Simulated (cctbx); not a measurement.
## Interatomic vectors of Ti2Tl2S5

Space group R-3m (no. 166), a = 3.8320 Å, b = 3.8320 Å, c = 47.7510 Å, α = 90.00°, β = 90.00°, γ = 120.00°, content Tl6 Ti6 S15.

The data are simulated with cctbx, not measured: synchrotron X-rays, λ = 0.7749 Å, to d = 0.84 Å, 95 % of the full sphere, strongest reflection 40000 counts, noise from counting, a 3 % proportional error and a noise floor of 4 counts (s.d.); no absorption.

Patterson synthesis from sharpened amplitudes, origin scaled to 1000:

```text
Patterson group R -3 m :H
      u       v       w   height  length (A)
  0.000   0.000   0.000   1000.0     0.00
  0.000   0.000   0.448    448.8    21.38
  0.000   0.000   0.500    280.0    23.88
  0.000   0.000   0.139    203.1     6.62
  0.000   0.000   0.412    180.1    19.69
  0.000   0.000   0.225    132.1    10.74
  0.000   0.000   0.091    127.4     4.35
  0.000   0.000   0.049    123.9     2.34
  0.000   0.000   0.359    121.5    17.14
  0.000   0.000   0.272     57.9    12.99
  0.079   0.158   0.976     34.6     1.27
  0.085   0.171   0.336     30.5    16.07
  0.086   0.173   0.319     28.3    15.26
 -0.003   0.498   0.322     28.1    15.51
```

**Question.** Which atom pairs make the peaks, and where is the heaviest atom?

A peak at u stands for all pairs with xi − xj = u, with weight Σ ZiZj against Σ Z² = 46110 at the origin. Peak heights follow these weights only roughly, since form factors, motion and series ripples differ, all vectors within 0.55 Å of a peak are counted as merged into it though the farther ones add only part of their weight, and F(000) is left out, which lowers the whole map:

| u | v | w | shortest length (Å) | height | 1000 ΣZiZj/ΣZ² | pairs in the cell |
| --- | --- | --- | --- | --- | --- | --- |
| 0.000 | 0.000 | 0.448 | 5.91 | 449 | 444 | 3 × Tl–Tl, 3 × S–S |
| 0.000 | 0.000 | 0.500 | 8.26 | 280 | 429 | 12 × Tl–S, 12 × Ti–S |
| 0.000 | 0.000 | 0.139 | 6.64 | 203 | 299 | 6 × Tl–Ti, 12 × S–S |
| 0.000 | 0.000 | 0.412 | 4.36 | 180 | 265 | 6 × Tl–Ti, 6 × S–S |
| 0.000 | 0.000 | 0.225 | 5.63 | 132 | 214 | 6 × Tl–S, 6 × Ti–S |
| 0.000 | 0.000 | 0.091 | 4.35 | 127 | 214 | 6 × Tl–S, 6 × Ti–S |
| 0.000 | 0.000 | 0.049 | 2.34 | 124 | 169 | 6 × Tl–S |
| 0.000 | 0.000 | 0.359 | 2.53 | 122 | 260 | 6 × Tl–S, 12 × Ti–S |
| 0.000 | 0.000 | 0.272 | 3.67 | 58 | 81 | 9 × S–S, 3 × Ti–Ti |

The table stops at ten peaks or at a height of 45, below which ripples compete. In the model behind the data Tl, the heaviest element, has 1 independent site: (1/3, 2/3, 0.9429), up to an allowed shift of origin; the Tl–Tl vectors are differences of these positions and their symmetry mates. The whole model:

```
atom  mult.    x    y       z  Ueq (Å²)
 Tl1      6  1/3  2/3  0.9429    0.0100
 Ti1      6    0    0  0.8634    0.0104
  S1      3  2/3  1/3     5/6    0.0298
  S2      6    0    0  0.7736    0.0172
  S3      6  2/3  1/3  0.7003    0.0183
```

This is a model crystal, built by substitution and not relaxed, with assumed displacement parameters.

[Logs are printed without paths, hosts, clocks, repeated set-up lines and the standing remarks that a program may print on its own settings, such as how far it seeks lower states.]
